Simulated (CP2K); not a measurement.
The O K edge of isocyanooxirane was computed by TDDFT (CP2K XAS_TDP, aug-cc-pVDZ, TDA) at these levels: PBE, PBEh(45%) and PBEh(45%) + GW2X. The first three lines of O5 (bonded to 2 C) with a strength over 0.0015, energy in eV and strength:

| run | first | second | third |
| --- | --- | --- | --- |
| 1 | 530.61 (0.038) | 530.94 (0.040) | 534.06 (0.006) |
| 2 | 511.03 (0.008) | 511.82 (0.002) | 512.53 (0.004) |
| 3 | 535.29 (0.038) | 535.62 (0.039) | 538.74 (0.006) |

**Question.** Which run is which?

Run 1: PBEh(45%) (45 % exact exchange). Run 2: PBE (0 % exact exchange). Run 3: PBEh(45%) + GW2X (45 % exact exchange). Self-interaction lifts the core level, so the uncorrected lines rise with the share of exact exchange. The GW2X run keeps the spacings of its parent: 0.33 eV between the first two lines in run 3, 0.33 eV in run 1. Its shift is +4.68 eV, since the Kohn–Sham level at this share of exchange lies that far above the quasiparticle level.

[Hosts, paths, dates, database ids (printed as entryN), source tags and the programs' standing remarks are cut or masked in the printed files.]
